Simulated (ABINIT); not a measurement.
# How the form of the self-energy moves the gap of TePb (Fm-3m)

Wanted: the gap of TePb (Fm-3m) under several approximations, with cost.

Calculated with ABINIT 10.8.3; PBE and many-body steps on it, plane waves.

This is a report of a sequence of runs, with most program output left out.

## Step 1: The starting structure

It takes space group Fm-3m (No. 225, cubic). The conventional cell has a = 6.462 Å, b = 6.462 Å, c = 6.462 Å, α = 90.00°, β = 90.00°, γ = 90.00°. Te has 6 Pb at 3.23 Å nearest. Nearest to Pb lie 6 Te at 3.23 Å. Farther neighbours and most contacts between anions are not listed.

The cell and positions come from the Crystallography Open Database and are kept as given unless a step says otherwise. Spin-orbit coupling is left out unless a step names it.

## Step 2: Empty states on the mesh, 4×4×4 mesh, 304 bands

This step: ABINIT 10.8.3; DFT, PBE, plane waves, norm-conserving pseudopotentials.

The sums over transitions need many empty states on a uniform mesh; this step solves for them.

run.abi reads:

```
acell 3*1.0 Angstrom
rprim 
  -0.000000000000 3.231000000000 3.231000000000
  3.231000000000 0.000000000000 3.231000000000
  3.231000000000 3.231000000000 0.000000000000
ntypat 2
znucl 52 82
natom 2
typat 1 2
xred 
  0.500000000000 0.500000000000 0.500000000000
  0.000000000000 -0.000000000000 -0.000000000000
pp_dirpath "pseudos"
pseudos "Te.upf, Pb.upf"
ecut 34
ngkpt 4 4 4
nshiftk 1
shiftk 0 0 0
kptopt 1
chksymbreak 0
irdden 1
istwfk *1
nband 304
prtvol 0
optdriver 6
gwr_task "HDIAGO"
paral_kgb 0
occopt 1
indata_prefix "in"
outdata_prefix "out"
tmpdata_prefix "tmp"
```

Launch:

```console
$ OMP_NUM_THREADS=1 mpirun -n 4 abinit run.abi > log
```

Wall time 1.9 min (4 MPI ranks of Arm Neoverse V1, shared host); peak memory 4.3 GiB.

Numbers from this step:

```
gap                                                           : 0.7358 eV
k of the valence top                                          : 0.5, 0, 0
k of the conduction bottom                                    : 0.5, 0, 0
least direct gap                                              : 0.7358 eV
k points computed                                             : 8
lowest point of the top converged band, above the valence top : 137.3832 eV
```

On this mesh the gap is 0.736 eV.

The density comes from a self-consistent run that is not shown.

## Step 3: Screening, 4×4×4 mesh, 296 bands, screening to 228.6 eV

The RPA dielectric matrix is built and inverted for each q.

This step: RPA screening on PBE, plane waves, norm-conserving pseudopotentials.

Edit run.abi of step 2 so:

```diff
@@ -20,10 +20,11 @@
 chksymbreak 0
-irdden 1
 istwfk *1
-nband 304
-prtvol 0
-optdriver 6
-gwr_task "HDIAGO"
-paral_kgb 0
 occopt 1
+irdwfk 1
+optdriver 3
+nband 296
+ecuteps 8.4
+inclvkb 2
+awtr 1
+symchi 1
 indata_prefix "in"
```

Elapsed: 4.7 min, on 4 MPI ranks; peak memory 2.6 GiB.

This step gave:

* ε∞ with local fields, on this mesh, along the program's q direction: 38.73
* the same without local fields: 41.75
* plasma frequency: 24.76 eV
* plane waves in the screening matrix: 531

Local fields lower ε∞ by 7 %.

## Step 4: G0W0, Godby-Needs plasmon pole

The self-energy is evaluated for the states that the input lists, and the levels follow from it, in one-shot runs by the linearised quasiparticle equation.

This step: G0W0 on PBE, plane waves, norm-conserving pseudopotentials.

Edit run.abi of step 3 so:

```diff
@@ -23,8 +23,17 @@
 irdwfk 1
-optdriver 3
+optdriver 4
 nband 296
+gwcalctyp 0
+ecutsigx 34
+symsigma 1
+nkptgw 2
+kptgw 
+  0.5000000000 0.0000000000 0.0000000000
+  0.0000000000 0.0000000000 0.0000000000
+bdgw 
+  13 18
+  13 18
 ecuteps 8.4
-inclvkb 2
-awtr 1
-symchi 1
+irdscr 1
+ppmodel 1
 indata_prefix "in"
```

Wall time 2.1 min (4 MPI ranks); peak memory 2.9 GiB.

Numbers from this step:

| Item | Value |
| --- | --- |
| G0W0 gap on the points computed | 1.117 eV |
| starting gap on the mesh | 0.7358 eV |
| k of the valence top | 0.5, 0, 0 |
| k of the conduction bottom | 0.5, 0, 0 |
| Z at the valence top | 0.791 |
| Z at the conduction bottom | 0.801 |
| least direct G0W0 gap on the computed points | 1.117 eV |

The gap on the mesh goes from 0.74 eV to 1.12 eV, a correction of +0.38 eV.

## Step 5: G0W0, Hybertsen-Louie plasmon pole

Edit run.abi of step 4 so:

```diff
@@ -37,3 +37,3 @@
 irdscr 1
-ppmodel 1
+ppmodel 2
 indata_prefix "in"
```

Wall time 2.1 min (4 MPI ranks); peak memory 2.8 GiB; 8.2 min of CPU time.

Numbers from this step:

| Quantity | Value |
| --- | --- |
| G0W0 gap on the points computed | 1.006 eV |
| starting gap on the mesh | 0.7358 eV |
| k of the valence top | 0.5, 0, 0 |
| k of the conduction bottom | 0.5, 0, 0 |
| Z at the valence top | 0.838 |
| Z at the conduction bottom | 0.844 |
| least direct G0W0 gap on the computed points | 1.006 eV |

Against G0W0 in ABINIT (4×4×4 mesh, 296 bands, screening to 228.6 eV, Godby-Needs plasmon pole), the gap moves by −0.111 eV.

## Step 6: G0W0, von der Linden-Horsch plasmon pole

Edit run.abi of step 5 so:

```diff
@@ -37,3 +37,3 @@
 irdscr 1
-ppmodel 2
+ppmodel 3
 indata_prefix "in"
```

Wall time 44 s (4 MPI ranks); peak memory 2.6 GiB; 2.9 min of CPU time.

Numbers from this step:

| Property | Result |
| --- | --- |
| G0W0 gap on the points computed | 1.134 eV |
| starting gap on the mesh | 0.7358 eV |
| k of the valence top | 0.5, 0, 0 |
| k of the conduction bottom | 0.5, 0, 0 |
| least direct G0W0 gap on the computed points | 1.134 eV |

Against G0W0 in ABINIT (4×4×4 mesh, 296 bands, screening to 228.6 eV, Godby-Needs plasmon pole), the gap moves by +0.017 eV.

## Step 7: G0W0, Engel-Farid plasmon pole

Edit run.abi of step 6 so:

```diff
@@ -37,3 +37,3 @@
 irdscr 1
-ppmodel 3
+ppmodel 4
 indata_prefix "in"
```

It took 43 s on 4 MPI ranks; peak memory 2.6 GiB; 2.9 min of CPU time.

Numbers from this step:

* G0W0 gap on the points computed: 1.161 eV
* starting gap on the mesh: 0.7358 eV
* k of the valence top: 0.5, 0, 0
* k of the conduction bottom: 0.5, 0, 0
* least direct G0W0 gap on the computed points: 1.161 eV

Against G0W0 in ABINIT (4×4×4 mesh, 296 bands, screening to 228.6 eV, Godby-Needs plasmon pole), the gap moves by +0.044 eV.

## Step 8: One-shot Hartree-Fock

This step: one-shot Hartree-Fock on PBE, plane waves, norm-conserving pseudopotentials.

Edit run.abi of step 7 so:

```diff
@@ -24,4 +24,4 @@
 optdriver 4
-nband 296
-gwcalctyp 0
+nband 19
+gwcalctyp 5
 ecutsigx 34
@@ -35,5 +35,4 @@
   13 18
-ecuteps 8.4
-irdscr 1
-ppmodel 4
+ixc_sigma 40
+fftgw 31
 indata_prefix "in"
```

Run time: 3.8 s. Hardware: 4 MPI ranks; peak memory 0.64 GiB.

Numbers from this step:

* quasiparticle gap on the points computed: 4.98 eV
* starting gap on the mesh: 0.7358 eV
* k of the valence top: 0.5, 0, 0
* k of the conduction bottom: 0.5, 0, 0
* least direct quasiparticle gap on the computed points: 4.98 eV

Against G0W0 in ABINIT (4×4×4 mesh, 296 bands, screening to 228.6 eV, Godby-Needs plasmon pole), the gap moves by +3.863 eV.

## Step 9: Side by side

Times are wall times on 4 MPI ranks of Arm Neoverse V1, shared host, good to a factor of about two. A run's time includes the screening step that it read.

```
                                     run   mesh  bands  screening cutoff (eV)  DFT gap (eV)  gap on the mesh (eV)  direct (eV)  ε∞ used     time
          G0W0, Godby-Needs plasmon pole  4×4×4    296                  228.6         0.736                 1.117        1.117    38.73  6.9 min
      G0W0, Hybertsen-Louie plasmon pole  4×4×4    296                  228.6         0.736                 1.006        1.006    38.73  6.8 min
G0W0, von der Linden-Horsch plasmon pole  4×4×4    296                  228.6         0.736                 1.134        1.134    38.73  5.5 min
          G0W0, Engel-Farid plasmon pole  4×4×4    296                  228.6         0.736                 1.161        1.161    38.73  5.4 min
                   one-shot Hartree-Fock  4×4×4      -                      -         0.736                 4.980        4.980        -    3.8 s
```

## Step 10: Summary of results

```yaml
g0w0_godby_needs_plasmon_pole: 1.117 eV
g0w0_hybertsen_louie_plasmon_pole: 1.006 eV
g0w0_von_der_linden_horsch_plasmon_pole: 1.134 eV
g0w0_engel_farid_plasmon_pole: 1.161 eV
one_shot_hartree_fock: 4.980 eV
known_limits: not at the basis limit; exchange with frozen shells missing; mesh may overstate the screening; no spin-orbit coupling; coarse k mesh
```

What this shows: G0W0, Hybertsen-Louie plasmon pole: −0.111 eV against G0W0, Godby-Needs plasmon pole. G0W0, von der Linden-Horsch plasmon pole: +0.017 eV against G0W0, Godby-Needs plasmon pole. G0W0, Engel-Farid plasmon pole: +0.044 eV against G0W0, Godby-Needs plasmon pole. One-shot Hartree-Fock: +3.863 eV against G0W0, Godby-Needs plasmon pole. Bare exchange alone opens the gap to 4.98 eV; against G0W0, correlation takes back 3.86 eV. Bands and cutoff are finite, so the gap is not at the basis limit. The miss can reach some tenths of an eV and take either sign; the mesh is an error of its own. In the first G0W0 run levels were corrected at 2 k points alone, so a gap called «on the mesh» is the least over those, and an edge elsewhere would be missed. The 4×4×4 mesh is coarse for this cell, which bears on the long-range parts of exchange and screening. Where an edge is built on 6p states of lead, bismuth or thallium, scalar-relativistic gaps usually stand too wide, by a few tenths to over one eV. The norm-conserving file of at least one element keeps a d shell over frozen s and p shells of the same row. Exchange with those shells is missing from the self-energy, an error of 0.3 to 0.9 eV in cases checked, whose sign depends on which edge lies on those atoms. For the PBE start: The RPA ε∞ on this mesh reaches over 25; with a narrow direct gap a coarse mesh can overstate it, and the correction is then too small. The many-body steps are scalar-relativistic: spin-orbit coupling is not in them.

[Paths, hosts, dates, memory and timing lines, banners, echoed tables and standing remarks are left out of the program output.]

[Logs are printed without paths, hosts, clocks, repeated set-up lines and the standing remarks that a program may print on its own settings, such as how far it seeks lower states.]

[Runs of the session that timed out or met a known fault of the program may be left out.]

[No measured gap is set beside runs whose start may be inverted or whose files or cutoffs have a known fault.]

[Hosts, paths, dates, database ids (printed as entryN), source tags and the programs' standing remarks are cut or masked in the printed files.]

[G0W0 gaps are taken among the corrected bands and points alone; a level outside them can change the order at an edge.]

[Where Ansatz stands beside ABINIT at settings called matched, ABINIT's density can come from a denser mesh and the files from another edition; pairs whose starting gaps differed by over 0.03 eV were left out, so agreement reads better than it is.]
